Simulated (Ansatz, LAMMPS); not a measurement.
# Structural relaxation of glassy 64SiO2-18MgO-9Li2O-9K2O (mol %) (155 atoms), part 2 of 3

Wanted: the relaxed structure of glassy 64SiO2-18MgO-9Li2O-9K2O (mol %) (155 atoms) and its electronic structure.

Ansatz 0.2.0; Kohn-Sham DFT, PBE, PAW (set soft_2), plane waves.

The cell: 35 Si, 10 Mg, 10 Li, 10 K and 90 O. The quench rate of 50 K/ps is many orders above laboratory rates. The network of bonds at the start is that of the classical potential that made the cell. Sampling is at Γ alone, for a cell whose shortest periodic width is 13 Å.

So far. Step 3 (Single point at the start): The r.m.s. force component of 1.4 eV/Å and the pressure of 5.2 GPa set the starting point.

**4. Relaxation**

The atoms are relaxed in the fixed cell, aiming at the force tolerance of the input.

Contents of input.yaml:

```yaml
crystal:
  lattice:
    - [12.66431, 0.0, 0.0]
    - [0.0, 12.66431, 0.0]
    - [0.0, 0.0, 12.66431]
  atoms:
    [... the 155 atom lines of step 3 ...]
kpoints:
  mp_grid: { grid: [1, 1, 1] }
hamiltonian:
  xc: pbe
scf:
  occupations: { method: fixed }
output:
  forces: true
relax:
  f_tol: 0.05
  max_steps: 143
```

Launch:

```bash
$ ansatz run input.yaml --threads 4 --pin off --max-ram 8192MiB --backend cpu --events-out ev --progress --plain --runs-dir out
```

Numbers of over 12 decimals in the logs are rounded to 6 here.

The program printed:

```text
[...]
Crystal: 155 atoms, lattice volume = 2031.162 Å³
Basis set: ecut = 420 eV, 39607 PW (Γ), exchange–correlation on 180×180×180 points (8 copies of the dense FFT grid, shifted against one another)
Bands: 605, of which v1, the nominal top of the filled ones, is band 450 counted from 1 (449 counted from 0)
Symmetry: 1 space group operations
[...]
k-points: 1
[...]
SCF iter   1: F=—  HF=-110147.570205 eV  |F-HF|=—  |Δ(HF+E_count)|=         —  Δρ=2.06e-3  dr2=1.70e-1  ethr=1.77e-3  ⟨swp⟩=5.0  Hψ=2006  notcnv=0  defer=153
[...]
SCF iter   3: F=—  HF=-110147.546272 eV  |F-HF|=—  |Δ(HF+E_count)|=   1.90e-3  Δρ=6.19e-4  dr2=1.18e-2  ethr=5.07e-6  ⟨swp⟩=3.0  Hψ=778  notcnv=0  defer=140
automatic band count: iteration 3 solves 592 bands in place of 605: the levels show a gap, and the empty bands left out lie too high to hold charge; the band table lists the bands solved (type scf.n_extra_bands for more)
SCF iter   4: F=—  HF=-110147.544350 eV  |F-HF|=—  |Δ(HF+E_count)|=   1.92e-3  Δρ=2.00e-4  dr2=9.86e-4  ethr=1.31e-6  ⟨swp⟩=2.0  Hψ=908  notcnv=0  defer=140
[...]
SCF iter   6: F=-110147.544413 eV  HF=-110147.544414 eV  |F-HF|=1.02e-6  |Δ(HF+E_count)|=   4.76e-7  Δρ=3.77e-5  dr2=2.78e-5  ethr=6.94e-9  ⟨swp⟩=3.0  Hψ=1891  notcnv=0
SCF 1 converged in 6 iterations: F = -110147.544413 eV  dr2 = 2.78e-5
[...]
relax step   1: F+E_penalty+E_count = -110147.54441337 eV  Δ(F+E_penalty+E_count) = +0.000e0 eV  max|allowed force component| = 5.538e0 eV/Å  Δτ_max = 0.0000 Å  (6 SCF iters, dr2 threshold 6.25e-5 eV, accepted)
[... from here on, the SCF cycles and remarks between the steps are left out ...]
relax step   2: F+E_penalty+E_count = -110155.00566706 eV  Δ(F+E_penalty+E_count) = -7.461e0 eV  max|allowed force component| = 3.030e0 eV/Å  Δτ_max = 0.1950 Å  (7 SCF iters, dr2 threshold 1.00e-4 eV, accepted)
relax step   3: F+E_penalty+E_count = -110159.96806780 eV  Δ(F+E_penalty+E_count) = -4.962e0 eV  max|allowed force component| = 8.174e-1 eV/Å  Δτ_max = 0.1927 Å  (7 SCF iters, dr2 threshold 1.00e-4 eV, accepted)
relax step   4: F+E_penalty+E_count = -110160.71912425 eV  Δ(F+E_penalty+E_count) = -7.511e-1 eV  max|allowed force component| = 6.261e-1 eV/Å  Δτ_max = 0.1945 Å  (7 SCF iters, dr2 threshold 4.86e-5 eV, accepted)
relax step   5: F+E_penalty+E_count = -110161.18819336 eV  Δ(F+E_penalty+E_count) = -4.691e-1 eV  max|allowed force component| = 3.600e-1 eV/Å  Δτ_max = 0.1592 Å  (7 SCF iters, dr2 threshold 2.85e-5 eV, accepted)
relax step   6: F+E_penalty+E_count = -110161.45540722 eV  Δ(F+E_penalty+E_count) = -2.672e-1 eV  max|allowed force component| = 2.864e-1 eV/Å  Δτ_max = 0.2000 Å  (7 SCF iters, dr2 threshold 4.29e-5 eV, accepted)
relax step   7: F+E_penalty+E_count = -110161.62799267 eV  Δ(F+E_penalty+E_count) = -1.726e-1 eV  max|allowed force component| = 3.109e-1 eV/Å  Δτ_max = 0.1952 Å  (7 SCF iters, dr2 threshold 2.71e-5 eV, accepted)
relax step   8: F+E_penalty+E_count = -110161.71466045 eV  Δ(F+E_penalty+E_count) = -8.667e-2 eV  max|allowed force component| = 2.636e-1 eV/Å  Δτ_max = 0.1273 Å  (6 SCF iters, dr2 threshold 6.12e-5 eV, accepted)
relax step   9: F+E_penalty+E_count = -110161.78107765 eV  Δ(F+E_penalty+E_count) = -6.642e-2 eV  max|allowed force component| = 2.052e-1 eV/Å  Δτ_max = 0.1586 Å  (7 SCF iters, dr2 threshold 5.00e-5 eV, accepted)
relax step  10: F+E_penalty+E_count = -110161.83115117 eV  Δ(F+E_penalty+E_count) = -5.007e-2 eV  max|allowed force component| = 2.290e-1 eV/Å  Δτ_max = 0.1286 Å  (6 SCF iters, dr2 threshold 2.55e-5 eV, accepted)
relax step  11: F+E_penalty+E_count = -110161.90618936 eV  Δ(F+E_penalty+E_count) = -7.504e-2 eV  max|allowed force component| = 2.361e-1 eV/Å  Δτ_max = 0.2000 Å  (7 SCF iters, dr2 threshold 3.18e-5 eV, accepted)
relax step  12: F+E_penalty+E_count = -110161.95779216 eV  Δ(F+E_penalty+E_count) = -5.160e-2 eV  max|allowed force component| = 2.643e-1 eV/Å  Δτ_max = 0.1079 Å  (6 SCF iters, dr2 threshold 5.57e-5 eV, accepted)
relax step  13: F+E_penalty+E_count = -110162.01481607 eV  Δ(F+E_penalty+E_count) = -5.702e-2 eV  max|allowed force component| = 2.920e-1 eV/Å  Δτ_max = 0.1846 Å  (6 SCF iters, dr2 threshold 6.99e-5 eV, accepted)
relax step  14: F+E_penalty+E_count = -110162.08227766 eV  Δ(F+E_penalty+E_count) = -6.746e-2 eV  max|allowed force component| = 2.638e-1 eV/Å  Δτ_max = 0.1935 Å  (6 SCF iters, dr2 threshold 8.53e-5 eV, accepted)
relax step  15: F+E_penalty+E_count = -110162.15499619 eV  Δ(F+E_penalty+E_count) = -7.272e-2 eV  max|allowed force component| = 4.160e-1 eV/Å  Δτ_max = 0.1987 Å  (6 SCF iters, dr2 threshold 5.68e-5 eV, accepted)
relax step  16: F+E_penalty+E_count = -110162.22154108 eV  Δ(F+E_penalty+E_count) = -6.654e-2 eV  max|allowed force component| = 3.736e-1 eV/Å  Δτ_max = 0.1712 Å  (6 SCF iters, dr2 threshold 1.00e-4 eV, accepted)
relax step  17: F+E_penalty+E_count = -110162.26690536 eV  Δ(F+E_penalty+E_count) = -4.536e-2 eV  max|allowed force component| = 2.019e-1 eV/Å  Δτ_max = 0.0907 Å  (5 SCF iters, dr2 threshold 1.00e-4 eV, accepted)
relax step  18: F+E_penalty+E_count = -110162.17852301 eV  Δ(F+E_penalty+E_count) = +8.838e-2 eV  max|allowed force component| = 5.201e-1 eV/Å  Δτ_max = 0.2000 Å  (7 SCF iters, dr2 threshold 1.19e-5 eV, rejected (line search))
relax step  19: F+E_penalty+E_count = -110162.31066316 eV  Δ(F+E_penalty+E_count) = -4.376e-2 eV  max|allowed force component| = 1.483e-1 eV/Å  Δτ_max = 0.0676 Å  (9 SCF iters, accepted)
relax step  20: F+E_penalty+E_count = -110162.27502120 eV  Δ(F+E_penalty+E_count) = +3.564e-2 eV  max|allowed force component| = 2.867e-1 eV/Å  Δτ_max = 0.1000 Å  (7 SCF iters, dr2 threshold 6.43e-6 eV, rejected (line search))
relax step  21: F+E_penalty+E_count = -110162.32751140 eV  Δ(F+E_penalty+E_count) = -1.685e-2 eV  max|allowed force component| = 7.315e-2 eV/Å  Δτ_max = 0.0475 Å  (9 SCF iters, accepted)
relax step  22: F+E_penalty+E_count = -110162.32533328 eV  Δ(F+E_penalty+E_count) = +2.178e-3 eV  max|allowed force component| = 6.399e-2 eV/Å  Δτ_max = 0.0500 Å  (8 SCF iters, rejected (line search))
relax step  23: F+E_penalty+E_count = -110162.33267720 eV  Δ(F+E_penalty+E_count) = -5.166e-3 eV  max|allowed force component| = 2.541e-2 eV/Å  Δτ_max = 0.0242 Å  (8 SCF iters, accepted)
SCF converged after 8 iterations
Free energy (F): -110162.332677 eV
[...]
Internal energy: -110162.332677 eV  (E = F + TS)
E sigma→0 (E₀):  -110162.332677 eV
Fermi energy:    3.858246 eV
[...]
--- Forces (eV/Å), atoms counted from 1 ---
  atom   1  Si     0.00259654     0.00692823    -0.00139418
  atom   2  Si     0.00755018    -0.00307764    -0.00598304
  atom   3  Si    -0.00495174     0.00552457    -0.02067037
  atom   4  Si    -0.00759740     0.00944933     0.00752390
  atom   5  Si    -0.01615963    -0.01783902     0.00022830
  atom   6  Si    -0.00350023     0.00497250     0.00168581
  atom   7  Si    -0.01923015     0.01093085    -0.00996617
  atom   8  Si     0.00352224     0.01124083    -0.00067102
  atom   9  Si     0.00357751     0.00064917    -0.00542446
  atom  10  Si     0.01303533     0.00357291    -0.01134740
  atom  11  Si    -0.00279585    -0.00427479     0.00639477
  atom  12  Si    -0.00201416    -0.01431941    -0.00209199
  atom  13  Si    -0.00709788    -0.01963775     0.00828714
  atom  14  Si     0.00222812     0.00753864    -0.00908031
[...]
atom 154  O     -0.00174153    -0.00282139     0.00330638
  atom 155  O      0.00299361    -0.00050437    -0.00343523
  max |Σ_I F_I| component: 6.11e-5 eV/Å
--- Relaxed structure (23 steps of the walk, 20 accepted, 0 SCFs on fresh bases) ---
  F+E_penalty+E_count = -110162.33267720 eV   max|allowed force component| = 2.541e-2 eV/Å
  atoms:
    - { symbol: Si, position: [0.620460, 0.802365, 0.783408] }
    - { symbol: Si, position: [0.581553, 0.198119, 0.289989] }
    - { symbol: Si, position: [0.052924, 0.808947, 0.171198] }
    - { symbol: Si, position: [0.884325, 0.260899, 0.453434] }
[...]
- { symbol: O, position: [0.801173, 0.303227, 0.546558] }
```

The job ended after 7.3 min (4 threads of Intel Xeon Platinum 8488C (Sapphire Rapids), shared host; peak memory 3 GiB; 27 min of CPU time).

The steps of the relaxation (22 of 23):

```
step  energy less that of the first step (eV)  largest force component (eV/Å)
   1                                   0.0000                          5.5382
   2                                  -7.4613                          3.0296
   3                                 -12.4237                          0.8174
   4                                 -13.1747                          0.6261
   5                                 -13.6438                          0.3600
   6                                 -13.9110                          0.2864
   7                                 -14.0836                          0.3109
   8                                 -14.1702                          0.2636
   9                                 -14.2367                          0.2052
  10                                 -14.2867                          0.2290
  11                                 -14.3618                          0.2361
  13                                 -14.4704                          0.2920
  14                                 -14.5379                          0.2638
  15                                 -14.6106                          0.4160
  16                                 -14.6771                          0.3736
  17                                 -14.7225                          0.2019
  18                                 -14.6341                          0.5201
  19                                 -14.7663                          0.1483
  20                                 -14.7306                          0.2867
  21                                 -14.7831                          0.0731
  22                                 -14.7809                          0.0640
  23                                 -14.7883                          0.0254
```

Relaxation steps 18, 20, 22 were tried and not accepted.

The atoms that moved most (Å):

```
atom      dx      dy      dz  length
Mg39   1.266   0.586  -0.419   1.457
Li46   0.420  -0.263  -1.063   1.173
Li52  -0.802   0.017  -0.399   0.896
 O67   0.471   0.561  -0.362   0.817
 K56  -0.284   0.564  -0.014   0.632
Li51   0.550  -0.018   0.028   0.551
O132  -0.418   0.003  -0.354   0.547
O136  -0.321   0.440  -0.016   0.545
```

The relaxation changed the energy by -95.4 meV/atom, and atoms moved by 0.33 Å r.m.s., 1.5 Å at most.

**5. Distances and neighbours after relaxation**

Bonds before and after, by the cutoffs listed below:

```
pair  bonds before  bonds after  mean before (Å)  mean after (Å)  spread before (Å)  spread after (Å)
O-Si           140          140            1.617           1.639              0.054             0.032
 O-K            60           52            2.850           2.783              0.158             0.162
O-Li            36           37            2.104           2.000              0.168             0.141
O-Mg            44           44            2.100           2.042              0.146             0.094
```

Density 2.56 g/cm³, 13.10 Å³ an atom.

g(r), total and by pair (bins of 0.2 Å):

```
r (Å)  total   O-O   O-Si   O-K  O-Li  O-Mg  Si-Si
 1.50   0.49  0.00   1.86  0.00  0.00  0.00   0.00
 1.70   3.02  0.00  11.51  0.00  0.00  0.00   0.00
 1.90   0.67  0.00   0.00  0.00  5.44  3.54   0.00
 2.10   0.58  0.00   0.00  0.00  2.29  5.47   0.00
 2.30   0.09  0.00   0.00  0.00  0.68  0.51   0.00
 2.50   0.54  1.13   0.00  0.97  0.00  0.14   0.00
 2.70   1.96  4.80   0.00  2.73  0.12  0.13   0.00
 2.90   0.73  0.92   0.06  2.02  0.64  0.32   1.22
 3.10   1.04  0.93   0.32  0.73  0.74  0.47   4.43
 3.30   0.94  0.84   0.68  1.07  1.25  0.17   1.39
 3.50   1.02  0.88   1.11  0.95  0.79  1.47   0.00
 3.70   0.99  0.60   1.39  0.92  1.30  1.12   0.28
 3.90   0.95  0.51   1.53  0.77  1.00  1.18   0.26
 4.10   1.19  0.61   2.21  0.86  1.01  1.39   0.62
 4.30   1.20  0.90   1.54  1.17  1.32  1.80   1.36
 4.50   0.92  0.78   0.73  1.20  1.20  1.60   1.25
 4.70   0.91  1.08   0.68  0.85  0.85  1.34   1.20
 4.90   1.11  1.65   0.80  1.04  0.64  0.75   0.94
 5.10   1.04  1.36   0.68  1.34  0.96  0.62   1.17
 5.30   1.00  1.26   0.65  1.29  0.55  0.96   1.47
 5.50   0.90  1.00   0.78  0.95  0.92  0.65   1.00
 5.70   0.94  0.86   1.04  0.77  0.94  0.66   1.22
 5.90   0.95  0.79   1.21  0.70  1.24  0.93   0.72
 6.10   1.01  0.92   1.08  1.02  1.08  1.06   0.71
```

Bonds by pair of elements; cutoffs follow the first minimum of g(r), held within bounds set by covalent radii, and pairs that aren't listed don't count as bonded:

```
pair A-B  cutoff (Å)  bonds  mean length (Å)  spread (Å)  shortest (Å)  B about A  A about B
    O-Si        2.08    140             1.64       0.032          1.57       1.56          4
     O-K        3.15     52             2.78       0.162          2.50      0.578        5.2
    O-Li        2.58     37                2       0.141          1.81      0.411        3.7
    O-Mg        2.48     44             2.04       0.094          1.91      0.489        4.4
```

How many atoms have how many bonded neighbours:

```
element  mean   2   3   4  5  6  7
      K   5.2   0   0   3  3  3  1
     Li   3.7   0   3   7  0  0  0
     Mg   4.4   0   0   6  4  0  0
      O  3.03  20  47  23  0  0  0
     Si     4   0   0  35  0  0  0
```

Bond angles, per cent of each kind in bins of 5°:

```
angle (°)  O-Si-O  O-K-O  K-O-Si  O-Mg-O  Si-O-Si
    50–55     0.0    4.4     0.0     0.0      0.0
    55–60     0.0    8.8     0.0     0.0      0.0
    60–65     0.0    1.8     0.0     0.0      0.0
    65–70     0.0    3.5     0.0     0.0      0.0
    70–75     0.0    5.3     1.3     4.0      0.0
    75–80     0.0    7.0     2.6     1.3      0.0
    80–85     0.0    7.0     2.6    10.5      0.0
    85–90     0.0    3.5     4.0    11.8      0.0
    90–95     0.0    4.4    10.5    14.5      0.0
   95–100     3.3    1.8    22.4     7.9      0.0
  100–105    15.2    6.1    13.2     6.6      0.0
  105–110    32.4    5.3     9.2     9.2      0.0
  110–115    36.7    7.0     4.0     7.9      0.0
  115–120    11.0    2.6     5.3     1.3      0.0
  120–125     1.4    4.4    11.8     2.6      5.9
  125–130     0.0    6.1     5.3     2.6     13.7
  130–135     0.0    3.5     2.6     1.3     19.6
  135–140     0.0    0.9     0.0     2.6     15.7
  140–145     0.0    7.0     2.6     1.3     11.8
  145–150     0.0    3.5     2.6     2.6      7.8
  150–155     0.0    2.6     0.0     6.6      5.9
  155–160     0.0    1.8     0.0     2.6      3.9
  160–165     0.0    1.8     0.0     0.0      5.9
  165–170     0.0    0.0     0.0     0.0      7.8
  170–175     0.0    0.0     0.0     1.3      2.0
  175–180     0.0    0.0     0.0     1.3      0.0
```

Bond angles (no mean is given where the spread exceeds 20°):

```
  angle  count  mean (°)  spread (°)
 O-Si-O    210       109         5.1
  O-K-O    114         -           -
 K-O-Si     76       107        16.1
 O-Mg-O     76         -           -
Si-O-Si     51       142        13.8
```

Oxygen atoms by the number of network formers (Si, P, Ge, B, Al, As, Ga) bound to them:

```
network formers bound to O  O atoms  per cent
                         0        1       1.1
                         1       38      42.2
                         2       51      56.7
```

Network units: each former by its oxygen neighbours and how many of them bridge to another former:

```
former  O neighbours  bridging O  atoms
    Si             4           1      2
    Si             4           2     10
    Si             4           3     12
    Si             4           4     11
```

Bond length by coordination (bonds to H left out):

```
element  coordination  atoms  mean bond length (Å)
      K             4      3                  2.78
      K             5      3                  2.77
      K             6      3                  2.77
      K             7      1                  2.83
     Li             3      3                  1.95
     Li             4      7                  2.02
     Mg             4      6                  2.01
     Mg             5      4                  2.08
      O             2     20                  1.65
      O             3     47                  1.96
      O             4     23                  2.12
```

Rings of the network by King's shortest-path rule, up to 12 atoms, one path for each pair of neighbours; H, halogens, alkali and alkaline-earth atoms are left out, and the last column divides by all other atoms, bonded or not:

```
ring size (atoms)  rings  per network atom
                8      1             0.008
               10      5              0.04
               12      3             0.024
```

First main peaks of g(r), for some of the pairs, lie near 2.7 Å (O-O), 1.6 Å (O-Si), 2.7 Å (O-K), 1.9 Å (O-Li), 2.0 Å (O-Mg) and 3.1 Å (Si-Si). Counting bonds as in the table, 70 % of Li atoms have 4, 60 % of Mg atoms have 4 and 52 % of O atoms have 3 bonded neighbours. The O-Si-O angle averages 109° with a spread of 5°. 57 % of the oxygens bridge two formers (Si) and 42 % are non-bridging; 1 % join none. The commonest Si unit has 4 oxygens, 3 of them shared with other formers (12 of 35 atoms). Rings of 10 atoms are the most common (56 % of those counted); sizes run from 8 to 12, where the search stops.

(Part 2 of 3 ends here.)

[Logs are printed without paths, hosts, clocks, repeated set-up lines and the standing remarks that a program may print on its own settings, such as how far it seeks lower states.]

[Hosts, paths, dates, database ids (printed as entryN), source tags and the programs' standing remarks are cut or masked in the printed files.]
